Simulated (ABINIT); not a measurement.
# A GW chain in ABINIT: LiBH4 (F-43m), part 2 of 3

Wanted: ground state, empty states, screening and self-energy for LiBH4 (F-43m).

ABINIT 10.8.3; PBEsol and many-body steps on it, plane waves. Known limits of the many-body steps: not at the basis limit; coarse k mesh.

So far. Step 2 (Ground state): The gap is indirect, with the least direct gap 0.31 eV higher.

### Step 3. Bands along the symmetry lines

Level of this step: DFT, PBEsol, plane waves, norm-conserving pseudopotentials (ABINIT).

The cheap functional maps the bands first; the places of the edges decide which points the dearer methods must see.

Input file run.abi:

```
acell 3*1.0 Angstrom
rprim 
  0.000000000000 2.855319000000 2.855319000000
  2.855319000000 0.000000000000 2.855319000000
  2.855319000000 2.855319000000 0.000000000000
ntypat 3
znucl 3 5 1
natom 6
typat 1 2 3 3 3 3
xred 
  0.000000000000 0.000000000000 0.000000000000
  0.500000000000 0.500000000000 0.500000000000
  0.376786667500 0.376786667500 0.376786667500
  0.869639997500 0.376786667500 0.376786667500
  0.376786667500 0.376786667500 0.869639997500
  0.376786667500 0.869639997500 0.376786667500
pp_dirpath "pseudos"
pseudos "Li.upf, B.upf, H.upf"
ecut 34
iscf -2
irdden 1
kptopt 0
nkpt 50
kpt 
  0.00000000 0.00000000 0.00000000
  -0.06250000 -0.06250000 0.00000000
  -0.12500000 -0.12500000 0.00000000
  -0.18750000 -0.18750000 0.00000000
  -0.25000000 -0.25000000 0.00000000
  -0.31250000 -0.31250000 0.00000000
  -0.37500000 -0.37500000 0.00000000
  -0.43750000 -0.43750000 0.00000000
  -0.50000000 -0.50000000 0.00000000
  -0.48437500 -0.48437500 0.03125000
  -0.46875000 -0.46875000 0.06250000
  -0.45312500 -0.45312500 0.09375000
  -0.43750000 -0.43750000 0.12500000
  -0.42187500 -0.42187500 0.15625000
  -0.40625000 -0.40625000 0.18750000
  -0.39062500 -0.39062500 0.21875000
  -0.37500000 -0.37500000 0.25000000
  -0.37500000 0.00000000 0.37500000
  -0.32812500 0.00000000 0.32812500
  -0.28125000 0.00000000 0.28125000
  -0.23437500 0.00000000 0.23437500
  -0.18750000 0.00000000 0.18750000
  -0.14062500 0.00000000 0.14062500
  -0.09375000 0.00000000 0.09375000
  -0.04687500 0.00000000 0.04687500
  0.00000000 0.00000000 0.00000000
  0.00000000 0.00000000 0.06250000
  0.00000000 0.00000000 0.12500000
  0.00000000 0.00000000 0.18750000
  0.00000000 0.00000000 0.25000000
  0.00000000 0.00000000 0.31250000
  0.00000000 0.00000000 0.37500000
  0.00000000 0.00000000 0.43750000
  -0.00000000 0.00000000 0.50000000
  -0.06250000 -0.03125000 0.46875000
  -0.12500000 -0.06250000 0.43750000
  -0.18750000 -0.09375000 0.40625000
  -0.25000000 -0.12500000 0.37500000
  -0.31250000 -0.15625000 0.34375000
  -0.37500000 -0.18750000 0.31250000
  -0.43750000 -0.21875000 0.28125000
  -0.50000000 -0.25000000 0.25000000
  -0.50000000 -0.28125000 0.21875000
  -0.50000000 -0.31250000 0.18750000
  -0.50000000 -0.34375000 0.15625000
  -0.50000000 -0.37500000 0.12500000
  -0.50000000 -0.40625000 0.09375000
  -0.50000000 -0.43750000 0.06250000
  -0.50000000 -0.46875000 0.03125000
  -0.50000000 -0.50000000 0.00000000
istwfk *1
nband 12
nbdbuf 2
tolwfr 1e-08
nstep 40
prtwf 0
prtvol 0
indata_prefix "in"
outdata_prefix "out"
tmpdata_prefix "tmp"
```

Started as:

```sh
$ OMP_NUM_THREADS=1 mpirun -n 4 abinit run.abi > log
```

Numbers of over 12 decimals in the logs are rounded to 6 here.

What it wrote:

```text
.Version 10.8.3 of ABINIT. v10.8.2 released Aug 2026.

 Symmetries : space group F-4 3 m (#216); Bravais cF (face-center cubic)
[... echo of the input left out ...]
== DATASET  1 ==================================================================
-   mpi_nproc: 4, omp_nthreads: 1 (-1 if OMP is not activated)

--- !DatasetInfo
iteration_state: {dtset: 1, }
dimensions: {natom: 6, nkpt: 50, mband: 12, nsppol: 1, nspinor: 1, nspden: 1, mpw: 3004, }
cutoff_energies: {ecut:  34.0, pawecutdg:  -1.0, }
electrons: {nelect:   1.00000000E+01, charge:   0.00000000E+00, occopt:   1.00000000E+00, tsmear:   1.00000000E-02, }

 Real(R)+Recip(G) space primitive vectors, cartesian coordinates (Bohr,Bohr^-1):
 R(1)=  0.0000000  5.3957709  5.3957709  G(1)= -0.0926652  0.0926652  0.0926652
 R(2)=  5.3957709  0.0000000  5.3957709  G(2)=  0.0926652 -0.0926652  0.0926652
 R(3)=  5.3957709  5.3957709  0.0000000  G(3)=  0.0926652  0.0926652 -0.0926652
 Unit cell volume ucvol=  3.1418866E+02 bohr^3
 Angles (23,13,12)=  6.00000000E+01  6.00000000E+01  6.00000000E+01 degrees

 getcut: wavevector=  0.0000  0.0000  0.0000  ngfft=  45  45  45
         ecut(hartree)=     34.000   => boxcut(ratio)=   2.19674

--- Pseudopotential description ------------------------------------------------
- Li Generated using ONCVPSP code by D. R. Hamann
-  3.00000   3.00000  180301                  znucl, zion, pspdat
12 -116133 1 -1 1944                          pspcod,pspxc,lmax,lloc,mmax
     nproj     2     2
  pspatm : epsatm=    2.60875052
         --- l  ekb(1:nproj) -->
             0   -4.855856   -1.482423
             1   -2.171544   -0.427615
 pspatm: atomic psp has been read  and splines computed

- B Generated using ONCVPSP code by D. R. Hamann
-  5.00000   3.00000  180301                  znucl, zion, pspdat
12 -116133 1 -1 1534                          pspcod,pspxc,lmax,lloc,mmax
     nproj     2     2
  pspatm : epsatm=    3.20154509
         --- l  ekb(1:nproj) -->
             0    8.466603    1.247630
[...]
pspatm: atomic psp has been read  and splines computed

- H Generated using ONCVPSP code by D. R. Hamann
-  1.00000   1.00000  180301                  znucl, zion, pspdat
12 -116133 1 -1 1180                          pspcod,pspxc,lmax,lloc,mmax
     nproj     2     1
  pspatm : epsatm=    0.35585368
         --- l  ekb(1:nproj) -->
[...]
1   -0.494138
 pspatm: atomic psp has been read  and splines computed

--------------------------------------------------------------------------------

================================================================================
 prteigrs : about to open file out_EIG
 Non-SCF case, kpt    1 (  0.00000  0.00000  0.00000), residuals and eigenvalues=
  1.55E-09  9.14E-10  2.12E-09  2.63E-09  4.54E-09  3.80E-09  1.94E-09  4.75E-09
  7.99E-09  7.89E-09  2.89E-09  7.67E-09
[...]
2.01E-09  2.34E-09  4.03E-09  3.22E-09  8.69E-09  7.29E-09  4.56E-09  4.14E-09
  7.44E-09  1.40E-09  6.37E-05  2.33E-07
[...]
Non-SCF case, kpt   49 ( -0.50000 -0.46875  0.03125), residuals and eigenvalues=
[...]
Non-SCF case, kpt   50 ( -0.50000 -0.50000  0.00000), residuals and eigenvalues=
[...]
-1.6750E+00 -2.8561E-01 -2.0120E-01 -1.0646E-01 -1.0646E-01  1.5164E-01
  1.8441E-01  3.3762E-01  3.4702E-01  3.4702E-01  4.6918E-01  4.6918E-01

--- !ResultsGS
iteration_state: {dtset: 1, }
comment   : Summary of ground state results
lattice_vectors:
- [  0.0000000,   5.3957709,   5.3957709, ]
- [  5.3957709,   0.0000000,   5.3957709, ]
- [  5.3957709,   5.3957709,   0.0000000, ]
lattice_lengths: [   7.63077,    7.63077,    7.63077, ]
lattice_angles: [ 60.000,  60.000,  60.000, ] # degrees, (23, 13, 12)
lattice_volume:   3.1418866E+02
convergence: {deltae:  0.000E+00, res2:  0.000E+00, residm:  9.980E-09, diffor:  0.000E+00, }
etotal    :  -1.24486064E+01
entropy   :   0.00000000E+00
fermie    :  -7.08920318E-02
cartesian_stress_tensor: null
pressure_GPa: null
xred      :
- [  0.0000E+00,   0.0000E+00,   0.0000E+00, Li]
- [  5.0000E-01,   5.0000E-01,   5.0000E-01,  B]
- [  3.7679E-01,   3.7679E-01,   3.7679E-01,  H]
- [  8.6964E-01,   3.7679E-01,   3.7679E-01,  H]
- [  3.7679E-01,   3.7679E-01,   8.6964E-01,  H]
- [  3.7679E-01,   8.6964E-01,   3.7679E-01,  H]
cartesian_forces: null
force_length_stats: {min: null, max: null, mean: null, }

 Integrated electronic density in atomic spheres:
 ------------------------------------------------
 Atom  Sphere_radius  Integrated_density
[...]
================================================================================

 ----iterations are completed or convergence reached----

 Mean square residual over all n,k,spin=   44.308E-10; max=  99.797E-10
 reduced coordinates (array xred) for    6 atoms
[...]
0.376786667500      0.376786667500      0.869639997500
       0.376786667500      0.869639997500      0.376786667500

 cartesian coordinates (angstrom) at end:
[...]
length scales=  1.889726125908  1.889726125908  1.889726125908 bohr
              =  1.000000000000  1.000000000000  1.000000000000 angstroms
 prteigrs : about to open file out_EIG
 Eigenvalues (hartree) for nkpt=  50  k points:
 kpt#   1, nband= 12, wtk=  1.00000, kpt=  0.0000  0.0000  0.0000 (reduced coord)
[...]
kpt#   2, nband= 12, wtk=  1.00000, kpt= -0.0625 -0.0625  0.0000 (reduced coord)
[...]
kpt#   3, nband= 12, wtk=  1.00000, kpt= -0.1250 -0.1250  0.0000 (reduced coord)
[...]
kpt#  49, nband= 12, wtk=  1.00000, kpt= -0.5000 -0.4687  0.0313 (reduced coord)
  -1.67500   -0.28561   -0.20100   -0.10702   -0.10650    0.15319    0.18539    0.33319
   0.34451    0.35032    0.46809    0.46865
 kpt#  50, nband= 12, wtk=  1.00000, kpt= -0.5000 -0.5000  0.0000 (reduced coord)
  -1.67499   -0.28561   -0.20120   -0.10646   -0.10646    0.15164    0.18441    0.33762
   0.34702    0.34702    0.46918    0.46918

== END DATASET(S) ==============================================================
================================================================================

 -outvars: echo values of variables after computation  --------
            nband          12
             nkpt          50
          spgroup         216
 [... the other variables as echoed above ...]

 Calculation completed.
```

The job ended after 8.1 s (4 MPI ranks of Intel Xeon 6975P-C (Granite Rapids), shared host; peak memory 0.31 GiB).

This step gave:

```yaml
gap: 5.992 eV
k_of_the_valence_top: 0, 0, 0
k_of_the_conduction_bottom: 0, 0, 0.5
least_direct_gap: 6.297 eV
```

The gap is 5.992 eV, as in the run before at this level.

Electronic bands along the path, in eV, zero at the top of the highest filled band; v1 is the highest filled band, c1 the lowest empty one:

| point | v4 | v3 | v2 | v1 | c1 | c2 | c3 | c4 |
| --- | --- | --- | --- | --- | --- | --- | --- | --- |
| Γ | -7.80 | 0.00 | 0.00 | 0.00 | 7.22 | 8.80 | 8.80 | 8.80 |
| halfway | -7.11 | -1.56 | -0.52 | -0.52 | 6.85 | 8.25 | 9.19 | 9.72 |
| X | -5.84 | -3.55 | -0.97 | -0.97 | 6.06 | 6.95 | 11.12 | 11.37 |
| halfway | -5.85 | -3.50 | -1.13 | -0.91 | 6.33 | 7.20 | 10.54 | 11.04 |
| U | -5.92 | -3.36 | -1.37 | -0.76 | 6.68 | 7.99 | 9.85 | 10.32 |
| jump to K | -5.92 | -3.36 | -1.37 | -0.76 | 6.68 | 7.99 | 9.85 | 10.32 |
| halfway | -7.06 | -1.83 | -0.73 | -0.15 | 7.44 | 7.68 | 9.19 | 9.46 |
| Γ | -7.80 | 0.00 | 0.00 | 0.00 | 7.22 | 8.80 | 8.80 | 8.80 |
| halfway | -7.30 | -1.55 | -0.16 | -0.16 | 6.77 | 8.86 | 8.86 | 9.04 |
| L | -6.53 | -3.12 | -0.30 | -0.30 | 5.99 | 8.35 | 8.35 | 10.87 |
| halfway | -6.24 | -3.12 | -1.07 | -0.57 | 6.97 | 7.90 | 9.16 | 10.08 |
| W | -5.85 | -3.38 | -1.37 | -0.99 | 7.74 | 8.11 | 8.97 | 9.32 |
| halfway | -5.84 | -3.47 | -1.17 | -0.98 | 6.68 | 7.36 | 10.15 | 10.47 |
| X | -5.84 | -3.55 | -0.97 | -0.97 | 6.06 | 6.95 | 11.12 | 11.37 |

The electronic bands as a text plot (rows in eV, shown from -8.0 to 9.5 only):

```
    9.1 |+++++++            +++++++++++++++++        ++++++++
    8.4 | +  +++           +         +  ++++ +++++++++   +++
    7.6 | ++++  +++     +++ ++++++++++  +++           ++++++++
    6.9 |+    ++   +++++ +++++        ++   ++        ++      ++++
    6.2 |       +++++++++                    ++++++++         +++
    5.5 |
    4.7 |
    4.0 |
    3.3 |
    2.5 |
    1.8 |
    1.1 |
    0.4 |
   -0.4 |*********         *****************************
   -1.1 |    *    ************** **        *         ************
   -1.8 |     **                *           ***
   -2.5 |       ***         ****               *
   -3.3 |          *********                    *****************
   -4.0 |
   -4.7 |
   -5.5 |
   -6.2 |         ************                   ****************
   -6.9 |     ****            ***            ****
   -7.6 |*****                   ************
         Γ           X  U|K            Γ         L        W     X
```

### Step 4. Empty states on the mesh, 4×4×4 mesh, 44 bands

The sums over transitions need many empty states on a uniform mesh; this step solves for them.

Input file run.abi:

```
acell 3*1.0 Angstrom
rprim 
  0.000000000000 2.855319000000 2.855319000000
  2.855319000000 0.000000000000 2.855319000000
  2.855319000000 2.855319000000 0.000000000000
ntypat 3
znucl 3 5 1
natom 6
typat 1 2 3 3 3 3
xred 
  0.000000000000 0.000000000000 0.000000000000
  0.500000000000 0.500000000000 0.500000000000
  0.376786667500 0.376786667500 0.376786667500
  0.869639997500 0.376786667500 0.376786667500
  0.376786667500 0.376786667500 0.869639997500
  0.376786667500 0.869639997500 0.376786667500
pp_dirpath "pseudos"
pseudos "Li.upf, B.upf, H.upf"
ecut 34
ngkpt 4 4 4
nshiftk 1
shiftk 0 0 0
kptopt 1
chksymbreak 0
iscf -2
irdden 1
istwfk *1
nband 44
nbdbuf 4
tolwfr 1e-09
nstep 60
prtvol 0
indata_prefix "in"
outdata_prefix "out"
tmpdata_prefix "tmp"
```

What it wrote:

```text
.Version 10.8.3 of ABINIT. v10.8.2 released Aug 2026.

 Symmetries : space group F-4 3 m (#216); Bravais cF (face-center cubic)
[... echo of the input left out ...]
== DATASET  1 ==================================================================
-   mpi_nproc: 4, omp_nthreads: 1 (-1 if OMP is not activated)

--- !DatasetInfo
iteration_state: {dtset: 1, }
dimensions: {natom: 6, nkpt: 8, mband: 44, nsppol: 1, nspinor: 1, nspden: 1, mpw: 2996, }
cutoff_energies: {ecut:  34.0, pawecutdg:  -1.0, }
electrons: {nelect:   1.00000000E+01, charge:   0.00000000E+00, occopt:   1.00000000E+00, tsmear:   1.00000000E-02, }

 Real(R)+Recip(G) space primitive vectors, cartesian coordinates (Bohr,Bohr^-1):
 R(1)=  0.0000000  5.3957709  5.3957709  G(1)= -0.0926652  0.0926652  0.0926652
 R(2)=  5.3957709  0.0000000  5.3957709  G(2)=  0.0926652 -0.0926652  0.0926652
 R(3)=  5.3957709  5.3957709  0.0000000  G(3)=  0.0926652  0.0926652 -0.0926652
 Unit cell volume ucvol=  3.1418866E+02 bohr^3
 Angles (23,13,12)=  6.00000000E+01  6.00000000E+01  6.00000000E+01 degrees

 getcut: wavevector=  0.0000  0.0000  0.0000  ngfft=  45  45  45
         ecut(hartree)=     34.000   => boxcut(ratio)=   2.19674

--- Pseudopotential description ------------------------------------------------
- Li Generated using ONCVPSP code by D. R. Hamann
-  3.00000   3.00000  180301                  znucl, zion, pspdat
12 -116133 1 -1 1944                          pspcod,pspxc,lmax,lloc,mmax
     nproj     2     2
  pspatm : epsatm=    2.60875052
         --- l  ekb(1:nproj) -->
             0   -4.855856   -1.482423
             1   -2.171544   -0.427615
 pspatm: atomic psp has been read  and splines computed

- B Generated using ONCVPSP code by D. R. Hamann
-  5.00000   3.00000  180301                  znucl, zion, pspdat
12 -116133 1 -1 1534                          pspcod,pspxc,lmax,lloc,mmax
     nproj     2     2
  pspatm : epsatm=    3.20154509
         --- l  ekb(1:nproj) -->
             0    8.466603    1.247630
[...]
pspatm: atomic psp has been read  and splines computed

- H Generated using ONCVPSP code by D. R. Hamann
-  1.00000   1.00000  180301                  znucl, zion, pspdat
12 -116133 1 -1 1180                          pspcod,pspxc,lmax,lloc,mmax
     nproj     2     1
  pspatm : epsatm=    0.35585368
         --- l  ekb(1:nproj) -->
[...]
1   -0.494138
 pspatm: atomic psp has been read  and splines computed

--------------------------------------------------------------------------------

================================================================================
 prteigrs : about to open file out_EIG
 Non-SCF case, kpt    1 (  0.00000  0.00000  0.00000), residuals and eigenvalues=
  6.19E-11  6.52E-10  7.12E-11  1.16E-10  7.31E-10  3.79E-10  1.04E-10  2.74E-10
  5.03E-10  1.74E-10  1.30E-10  3.37E-10  5.34E-10  1.21E-10  2.36E-10  4.77E-10
  8.25E-11  3.61E-10  9.53E-10  8.32E-11  2.59E-10  5.47E-10  9.37E-11  2.45E-10
[...]
3.58E-07  2.63E-06  4.78E-06  6.42E-05
 -1.6750E+00 -3.5746E-01 -7.0892E-02 -7.0892E-02 -7.0892E-02  1.9439E-01
  2.5260E-01  2.5260E-01  2.5260E-01  3.2405E-01  3.8658E-01  3.8658E-01
  3.8658E-01  4.5468E-01  4.5468E-01  6.8373E-01  7.9495E-01  7.9495E-01
  7.9495E-01  9.7127E-01  9.7127E-01  9.7127E-01  1.1172E+00  1.1172E+00
  1.1172E+00  1.1513E+00  1.1513E+00  1.1857E+00  1.1967E+00  1.1967E+00
  1.1967E+00  1.4047E+00  1.4603E+00  1.4603E+00  1.5149E+00  1.5149E+00
  1.5149E+00  1.5581E+00  1.5581E+00  1.5581E+00  1.6289E+00  1.6289E+00
  1.6289E+00  1.6725E+00
 prteigrs : prtvol=0 or 1, do not print more k-points.

--- !ResultsGS
iteration_state: {dtset: 1, }
comment   : Summary of ground state results
lattice_vectors:
- [  0.0000000,   5.3957709,   5.3957709, ]
- [  5.3957709,   0.0000000,   5.3957709, ]
- [  5.3957709,   5.3957709,   0.0000000, ]
lattice_lengths: [   7.63077,    7.63077,    7.63077, ]
lattice_angles: [ 60.000,  60.000,  60.000, ] # degrees, (23, 13, 12)
lattice_volume:   3.1418866E+02
convergence: {deltae:  0.000E+00, res2:  0.000E+00, residm:  9.899E-10, diffor:  0.000E+00, }
etotal    :  -1.24486064E+01
entropy   :   0.00000000E+00
fermie    :  -7.08920318E-02
cartesian_stress_tensor: null
pressure_GPa: null
xred      :
- [  0.0000E+00,   0.0000E+00,   0.0000E+00, Li]
- [  5.0000E-01,   5.0000E-01,   5.0000E-01,  B]
- [  3.7679E-01,   3.7679E-01,   3.7679E-01,  H]
- [  8.6964E-01,   3.7679E-01,   3.7679E-01,  H]
- [  3.7679E-01,   3.7679E-01,   8.6964E-01,  H]
- [  3.7679E-01,   8.6964E-01,   3.7679E-01,  H]
cartesian_forces: null
force_length_stats: {min: null, max: null, mean: null, }

 Integrated electronic density in atomic spheres:
 ------------------------------------------------
 Atom  Sphere_radius  Integrated_density
[...]
================================================================================

 ----iterations are completed or convergence reached----

 Mean square residual over all n,k,spin=   38.958E-11; max=  98.991E-11
 reduced coordinates (array xred) for    6 atoms
[...]
0.376786667500      0.376786667500      0.869639997500
       0.376786667500      0.869639997500      0.376786667500

 cartesian coordinates (angstrom) at end:
    1      0.000000     0.000000     0.000000
    2      2.855319     2.855319     2.855319
[...]
6      3.558946     2.151692     3.558946
 length scales=  1.889726125908  1.889726125908  1.889726125908 bohr
              =  1.000000000000  1.000000000000  1.000000000000 angstroms
 prteigrs : about to open file out_EIG
 Eigenvalues (hartree) for nkpt=   8  k points:
 kpt#   1, nband= 44, wtk=  0.01563, kpt=  0.0000  0.0000  0.0000 (reduced coord)
[...]
1.11721    1.15130    1.15130    1.18568    1.19669    1.19669    1.19669    1.40468
   1.46027    1.46027    1.51494    1.51494    1.51494    1.55810    1.55810    1.55810
   1.62888    1.62888    1.62889    1.67246
 prteigrs : prtvol=0 or 1, do not print more k-points.

== END DATASET(S) ==============================================================
================================================================================

 -outvars: echo values of variables after computation  --------
            nband          44
             nkpt           8
          spgroup         216
 [... the other variables as echoed above ...]

 Calculation completed.
```

Run time: 7.1 s. Hardware: 4 MPI ranks; peak memory 0.3 GiB.

Numbers from this step:

| Property | Result |
| --- | --- |
| gap | 5.992 eV |
| k of the valence top | 0, 0, 0 |
| k of the conduction bottom | 0.5, 0, 0 |
| least direct gap | 6.297 eV |
| k points computed | 8 |
| lowest point of the top converged band, above the valence top | 42.99 eV |

On this mesh the gap is 5.992 eV.

(Continued in part 3 of 3.)

[Paths, hosts, dates, memory and timing lines, banners, echoed tables and standing remarks are left out of the program output.]

[Logs are printed without paths, hosts, clocks, repeated set-up lines and the standing remarks that a program may print on its own settings, such as how far it seeks lower states.]

[Runs of the session that timed out or met a known fault of the program may be left out.]

[Hosts, paths, dates, database ids (printed as entryN), source tags and the programs' standing remarks are cut or masked in the printed files.]

[G0W0 gaps are taken among the corrected bands and points alone; a level outside them can change the order at an edge.]

[Where Ansatz stands beside ABINIT at settings called matched, ABINIT's density can come from a denser mesh and the files from another edition; pairs whose starting gaps differed by over 0.03 eV were left out, so agreement reads better than it is.]
